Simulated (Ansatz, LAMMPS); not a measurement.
# Amorphous 93SiO2-7Al2O3 (mol %) (88 atoms): geometry optimisation, part 2 of 4

How does amorphous 93SiO2-7Al2O3 (mol %) (88 atoms) relax, and what do bonds, charges and levels look like afterwards?

Ansatz 0.2.0; Kohn-Sham DFT, PBE, PAW (set soft_2), plane waves.

The cell: 26 Si, 4 Al and 58 O. The quench rate of 50 K/ps is many orders above laboratory rates. The starting topology of bonds comes from the classical model. Only the Γ point is sampled in the main run, in a cell whose shortest periodic width is 11 Å.

So far. Step 3 (Single point at the start): Neighbours are counted within 2.08 Å (O-Si), 2.19 Å (O-Al).

## Step 4: Cell and atoms relaxed

The cell is relaxed with the atoms, since the starting lattice needn't suit this functional.

Contents of input.yaml:

```yaml
crystal:
  lattice:
    - [10.8863, 0.0, 0.0]
    - [0.0, 10.8863, 0.0]
    - [0.0, 0.0, 10.8863]
  atoms:
    [... the 88 atom lines of step 3 ...]
kpoints:
  mp_grid: { grid: [1, 1, 1] }
hamiltonian:
  xc: pbe
scf:
  occupations: { method: fermi_dirac, width: 0.025 }
output:
  forces: true
relax:
  f_tol: 0.04
  max_steps: 250
  cell: {}
```

On the command line:

```bash
> ansatz run input.yaml --threads 4 --pin off --max-ram 8192MiB --backend cpu --events-out ev --progress --plain --runs-dir out
```

Output:

```text
[...]
Crystal: 88 atoms, lattice volume = 1290.152 Å³
Basis set: ecut = 420 eV, 25269 PW (Γ), exchange–correlation on 150×150×150 points (8 copies of the dense FFT grid, shifted against one another)
Bands: 320, of which v1, the nominal top of the filled ones, is band 232 counted from 1 (231 counted from 0)
Symmetry: 1 space group operations
[...]
k-points: 1
[...]
SCF iter   1: F=—  HF=-51683.579761 eV  |F-HF|=—  |Δ(HF+E_count)|=         —  Δρ=1.92e-3  dr2=4.88e-2  ethr=1.77e-3  ⟨swp⟩=6.0  Hψ=1538  notcnv=0  defer=48
[...]
SCF iter   9: F=-51683.590466 eV  HF=-51683.590466 eV  |F-HF|=1.36e-8  |Δ(HF+E_count)|=   7.70e-8  Δρ=8.35e-7  dr2=9.90e-9  ethr=2.16e-11  ⟨swp⟩=4.0  Hψ=967  notcnv=0
SCF 1 converged in 9 iterations: F = -51683.590466 eV  dr2 = 9.90e-9
[...]
relax step   1: F+E_penalty+E_count = -51683.59046625 eV  Δ(F+E_penalty+E_count) = +0.000e0 eV  max|allowed force component| = 2.207e0 eV/Å  Δτ_max = 0.0000 Å  P = +2.064 GPa  Ω = 1290.152 Å³  (9 SCF iters, dr2 threshold 1.00e-7 eV, accepted)
[... from here on, the SCF cycles and remarks between the steps are left out ...]
relax step   2: F+E_penalty+E_count = -51685.08783873 eV  Δ(F+E_penalty+E_count) = -1.497e0 eV  max|allowed force component| = 1.692e0 eV/Å  Δτ_max = 0.0586 Å  P = +1.136 GPa  Ω = 1292.637 Å³  energy of the carried Pulay correction = -7.914e-3 eV  (7 SCF iters, dr2 threshold 8.80e-6 eV, accepted)
relax step   3: F+E_penalty+E_count = -51686.88380965 eV  Δ(F+E_penalty+E_count) = -1.796e0 eV  max|allowed force component| = 5.601e-1 eV/Å  Δτ_max = 0.1769 Å  P = -0.238 GPa  Ω = 1275.706 Å³  energy of the carried Pulay correction = +4.631e-2 eV  (7 SCF iters, dr2 threshold 8.80e-6 eV, accepted)
relax step   4: F+E_penalty+E_count = -51687.37803104 eV  Δ(F+E_penalty+E_count) = -4.942e-1 eV  max|allowed force component| = 4.211e-1 eV/Å  Δτ_max = 0.2000 Å  P = -0.017 GPa  Ω = 1250.087 Å³  energy of the carried Pulay correction = +1.297e-1 eV  (7 SCF iters, dr2 threshold 8.80e-6 eV, accepted)
relax step   5: F+E_penalty+E_count = -51687.54240766 eV  Δ(F+E_penalty+E_count) = -1.644e-1 eV  max|allowed force component| = 3.274e-1 eV/Å  Δτ_max = 0.1981 Å  P = -0.053 GPa  Ω = 1243.997 Å³  energy of the carried Pulay correction = +1.498e-1 eV  (7 SCF iters, dr2 threshold 8.80e-6 eV, accepted)
relax step   6: F+E_penalty+E_count = -51687.56209273 eV  Δ(F+E_penalty+E_count) = -1.969e-2 eV  max|allowed force component| = 1.104e-1 eV/Å  Δτ_max = 0.0521 Å  P = +0.009 GPa  Ω = 1243.859 Å³  energy of the carried Pulay correction = +1.503e-1 eV  (6 SCF iters, dr2 threshold 6.70e-6 eV, accepted)
relax step   7: F+E_penalty+E_count = -51687.56617979 eV  Δ(F+E_penalty+E_count) = -4.087e-3 eV  max|allowed force component| = 3.727e-2 eV/Å  Δτ_max = 0.0268 Å  P = -0.004 GPa  Ω = 1243.679 Å³  energy of the carried Pulay correction = +1.509e-1 eV  (7 SCF iters, dr2 threshold 7.62e-7 eV, accepted)
relax step   8: F+E_penalty+E_count = -51687.48701230 eV  Δ(F+E_penalty+E_count) = +7.917e-2 eV  max|allowed force component| = 3.727e-2 eV/Å  Δτ_max = 0.0000 Å  P = -0.138 GPa  Ω = 1243.679 Å³  stress off target by 3.08e-1 GPa  SCF on the basis re-selected at this cell (its energy is not comparable with the rows above)  (7 SCF iters)
relax step   9: F+E_penalty+E_count = -51687.50307789 eV  Δ(F+E_penalty+E_count) = -1.607e-2 eV  max|allowed force component| = 3.393e-2 eV/Å  Δτ_max = 0.0188 Å  P = -0.001 GPa  Ω = 1240.578 Å³  energy of the carried Pulay correction = +1.034e-2 eV  (7 SCF iters, dr2 threshold 2.36e-7 eV, accepted)
relax step  10: F+E_penalty+E_count = -51687.49603543 eV  Δ(F+E_penalty+E_count) = +7.042e-3 eV  max|allowed force component| = 3.385e-2 eV/Å  Δτ_max = 0.0000 Å  P = -0.011 GPa  Ω = 1240.578 Å³  stress off target by 2.18e-2 GPa  SCF on the basis re-selected at this cell (its energy is not comparable with the rows above)  (6 SCF iters)
[...]
SCF converged after 6 iterations
Free energy (F): -51687.496035 eV
[...]
Internal energy: -51687.496035 eV  (E = F + TS)
E sigma→0 (E₀):  -51687.496035 eV
Fermi energy:    4.353528 eV
[...]
--- Forces (eV/Å), atoms counted from 1 ---
  atom   1  Si    -0.00520084    -0.00489213     0.00083899
  atom   2  Si     0.00108047     0.00291718    -0.00664760
  atom   3  Si    -0.00964280    -0.00935622     0.00599656
  atom   4  Si     0.00812224     0.00126121    -0.00402207
  atom   5  Si     0.00415109    -0.00657345    -0.00412162
  atom   6  Si     0.00341584     0.00957466    -0.00601230
  atom   7  Si    -0.01465735     0.00542722     0.00578970
  atom   8  Si    -0.00353909    -0.00044826    -0.00843983
  atom   9  Si    -0.00183361    -0.00509158     0.00069490
  atom  10  Si    -0.00224660     0.00690575     0.00257216
  atom  11  Si    -0.00179567     0.00214510     0.00638874
  atom  12  Si     0.00282793     0.00107310    -0.00504584
  atom  13  Si     0.00468530    -0.00099068    -0.00263910
  atom  14  Si     0.00041269    -0.00039016    -0.01516159
[...]
atom  87  O      0.00086550    -0.00228439    -0.00403965
  atom  88  O      0.00004769     0.00472288     0.00299751
  max |Σ_I F_I| component: 3.32e-5 eV/Å
--- Stress (GPa, compression-positive) ---
       -0.002244       0.003461      -0.005688
        0.003454      -0.014124       0.003942
       -0.005692       0.003949      -0.016731
  P = ⅓ Tr σ = -0.0110 GPa (-0.110 kbar)
--- Relaxed structure (8 steps of the walk, 8 accepted, 2 SCFs on fresh bases) ---
  F+E_penalty+E_count = -51687.49603543 eV   max|allowed force component| = 3.385e-2 eV/Å   (the final SCF, on the basis selected at the relaxed cell)
  cell:  # Å, volume = 1240.5776 Å³
    - [10.885295, 0.236917, -0.103703]
    - [0.236917, 10.951321, 0.033227]
    - [-0.103703, 0.033227, 10.412806]
  atoms:
    - { symbol: Si, position: [0.250234, 0.821058, 0.245157] }
    - { symbol: Si, position: [0.558138, 0.692951, 0.648506] }
    - { symbol: Si, position: [0.154865, 0.056068, 0.350084] }
    - { symbol: Si, position: [0.069360, 0.876447, 0.558232] }
[...]
- { symbol: O, position: [0.571324, 0.721088, 0.283325] }
```

The job ended after 63 s (4 threads of Intel Xeon at 2.60GHz (Ice Lake), shared host; peak memory 1.5 GiB; 3.9 min of CPU time).

Step by step:

```
step  energy less that of the first step (eV)  largest force component (eV/Å)  pressure (GPa)  volume (Å³)
   1                                   0.0000                          2.2068            2.06      1290.15
   2                                  -1.4974                          1.6922            1.14      1292.64
   3                                  -3.2933                          0.5601           -0.24      1275.71
   4                                  -3.7876                          0.4211           -0.02      1250.09
   5                                  -3.9519                          0.3274           -0.05      1244.00
   6                                  -3.9716                          0.1104            0.01      1243.86
   7                                  -3.9757                          0.0373            0.00      1243.68
  8*                                  -3.8965                          0.0373           -0.14      1243.68
   9                                  -3.9126                          0.0339            0.00      1240.58
 10*                                  -3.9056                          0.0338           -0.01      1240.58
```

Relaxation steps marked * repeat the geometry before them on a plane-wave basis chosen anew for their cell, so energy and pressure can jump there.

```
     cell as run  before   after  change
           a (Å)  10.886  10.888  +0.0 %
           b (Å)  10.886  10.954  +0.6 %
           c (Å)  10.886  10.413  -4.3 %
           α (°)   90.00   89.66  -0.4 %
           β (°)   90.00   91.11  +1.2 %
           γ (°)   90.00   87.52  -2.8 %
volume (Å³/atom)   14.66   14.10  -3.8 %
```

The atoms that moved most (Å, as changes of fractional coordinates times the final cell):

```
atom      dx      dy      dz  length
 O47  -0.378  -0.093  -0.133   0.411
 O36   0.087   0.392  -0.032   0.402
 O52  -0.084   0.229   0.260   0.356
 O60  -0.108  -0.073  -0.317   0.343
 O73   0.097  -0.257  -0.148   0.312
 O84   0.092   0.182   0.235   0.311
 O83  -0.035  -0.289   0.106   0.310
 O33   0.132  -0.173  -0.220   0.309
```

The relaxation changed the energy by -44.4 meV/atom, and atoms moved by 0.20 Å r.m.s., 0.41 Å at most.

## Step 5: Distances and neighbours after relaxation

Bonds before and after, by the cutoffs listed below:

```csv
pair,bonds before,bonds after,mean before (Å),mean after (Å),spread before (Å),spread after (Å)
O-Si,104,104,1.623,1.636,0.027,0.026
O-Al,15,16,1.766,1.793,0.126,0.128
```

Density 2.36 g/cm³, 14.10 Å³ an atom.

g(r), total and by pair (bins of 0.2 Å):

| r (Å) | total | O-O | O-Si | O-Al | Si-Si | Si-Al | Al-Al |
| --- | --- | --- | --- | --- | --- | --- | --- |
| 1.50 | 0.31 | 0.00 | 0.79 | 0.00 | 0.00 | 0.00 | 0.00 |
| 1.70 | 5.13 | 0.00 | 11.94 | 7.92 | 0.00 | 0.00 | 0.00 |
| 1.90 | 0.14 | 0.00 | 0.00 | 2.40 | 0.00 | 0.00 | 0.00 |
| 2.10 | 0.03 | 0.00 | 0.00 | 0.45 | 0.00 | 0.00 | 0.00 |
| 2.30 | 0.00 | 0.00 | 0.00 | 0.00 | 0.00 | 0.00 | 0.00 |
| 2.50 | 0.66 | 1.47 | 0.00 | 0.00 | 0.00 | 0.00 | 9.30 |
| 2.70 | 2.13 | 4.90 | 0.00 | 0.00 | 0.00 | 0.00 | 0.00 |
| 2.90 | 0.67 | 1.13 | 0.00 | 0.00 | 1.34 | 2.17 | 0.00 |
| 3.10 | 0.87 | 0.49 | 0.30 | 0.66 | 4.59 | 3.88 | 0.00 |
| 3.30 | 0.66 | 0.54 | 0.47 | 0.97 | 1.12 | 3.04 | 0.00 |
| 3.50 | 0.84 | 0.58 | 1.34 | 1.21 | 0.00 | 0.00 | 0.00 |
| 3.70 | 0.91 | 0.62 | 1.37 | 1.89 | 0.00 | 0.00 | 0.00 |
| 3.90 | 1.22 | 0.88 | 1.82 | 1.53 | 0.19 | 0.93 | 0.00 |
| 4.10 | 1.10 | 0.65 | 1.73 | 1.01 | 0.70 | 0.85 | 0.00 |
| 4.30 | 1.19 | 0.75 | 1.62 | 2.18 | 0.95 | 0.74 | 0.00 |
| 4.50 | 0.77 | 0.63 | 0.77 | 0.84 | 1.24 | 1.16 | 3.02 |
| 4.70 | 1.03 | 1.32 | 0.58 | 1.15 | 1.52 | 1.08 | 0.00 |
| 4.90 | 1.16 | 1.67 | 0.61 | 0.44 | 1.33 | 1.97 | 2.54 |
| 5.10 | 1.07 | 1.53 | 0.67 | 0.41 | 1.00 | 0.91 | 2.40 |

Bonds by pair of elements; cutoffs follow the first minimum of g(r), held within bounds set by covalent radii, and pairs that aren't listed don't count as bonded:

```csv
pair A-B,cutoff (Å),bonds,mean length (Å),spread (Å),shortest (Å),B about A,A about B
O-Si,2.08,104,1.64,0.026,1.59,1.79,4
O-Al,2.19,16,1.79,0.128,1.70,0.276,4
```

How many atoms have how many bonded neighbours:

```
element  mean   2  3   4
     Al     4   0  0   4
      O  2.07  54  4   0
     Si     4   0  0  26
```

Bond angles, per cent of each kind in bins of 5°:

```
angle (°)  O-Si-O  Si-O-Si  O-Al-O  Al-O-Si
    85–90     0.0      0.0     8.3      0.0
    90–95     0.0      0.0     4.2      0.0
   95–100     0.0      0.0    12.5      0.0
  100–105    16.0      0.0    12.5      0.0
  105–110    39.7      0.0    20.8      0.0
  110–115    30.8      0.0    16.7      5.6
  115–120    10.3      0.0    12.5      5.6
  120–125     3.2      6.5     4.2     22.2
  125–130     0.0      4.3     4.2     11.1
  130–135     0.0     19.6     0.0     16.7
  135–140     0.0     17.4     0.0      5.6
  140–145     0.0      8.7     4.2     27.8
  145–150     0.0     17.4     0.0      0.0
  150–155     0.0      8.7     0.0      0.0
  155–160     0.0      6.5     0.0      5.6
  160–165     0.0      8.7     0.0      0.0
  165–170     0.0      0.0     0.0      0.0
  170–175     0.0      2.2     0.0      0.0
```

Bond angles (no mean is given where the spread exceeds 20°):

```
  angle  count  mean (°)  spread (°)
 O-Si-O    156       110         4.7
Si-O-Si     46       143        11.9
 O-Al-O     24       108        12.3
Al-O-Si     18       132        11.4
Al-O-Al      2      89.5         2.3
```

Oxygen atoms by the number of network formers (Si, P, Ge, B, Al, As, Ga) bound to them:

| network formers bound to O | O atoms | per cent |
| --- | --- | --- |
| 0 | 0 | 0 |
| 1 | 0 | 0 |
| 2 | 54 | 93.1 |
| 3 | 4 | 6.9 |

Network units: each former by its oxygen neighbours and how many of them bridge to another former:

```
former  O neighbours  bridging O  atoms
    Si             4           4     26
    Al             4           4      4
```

Bond length by coordination (bonds to H left out):

```csv
element,coordination,atoms,mean bond length (Å)
O,2,54,1.64
O,3,4,1.81
```

Rings of the network by King's shortest-path rule, up to 12 atoms, one path for each pair of neighbours; H, halogens, alkali and alkaline-earth atoms are left out:

| ring size (atoms) | rings | per network atom |
| --- | --- | --- |
| 4 | 1 | 0.011 |
| 6 | 1 | 0.011 |
| 8 | 7 | 0.08 |
| 10 | 18 | 0.205 |
| 12 | 18 | 0.205 |

Among the first-shell peaks of g(r) are those at about 2.7 Å (O-O), 1.6 Å (O-Si), 1.8 Å (O-Al), 3.1 Å (Si-Si) and 3.1 Å (Si-Al). By these cutoffs all Al atoms have 4, 93 % of O atoms have 2 and all Si atoms have 4 bonded neighbours. The O-Si-O angle averages 110° with a spread of 5°. 93 % of the oxygens bridge two formers and 0 % are non-bridging; 7 % join three. The commonest Si unit has 4 oxygens, 4 of them shared with other formers (26 of 26 atoms). Rings of 10 and 12 atoms are the most common (40 % each of those counted); sizes run from 4 to 12, where the search stops.

[end of part 2 of 4]

[Long decimals in the printed logs are rounded to 6 places.]

[Logs are printed without paths, hosts, clocks, repeated set-up lines and the standing remarks that a program may print on its own settings, such as how far it seeks lower states.]

[Hosts, paths, dates, database ids (printed as entryN), source tags and the programs' standing remarks are cut or masked in the printed files.]

[A walk said to have stopped at its limit may instead have ended on an SCF cycle that didn't converge.]
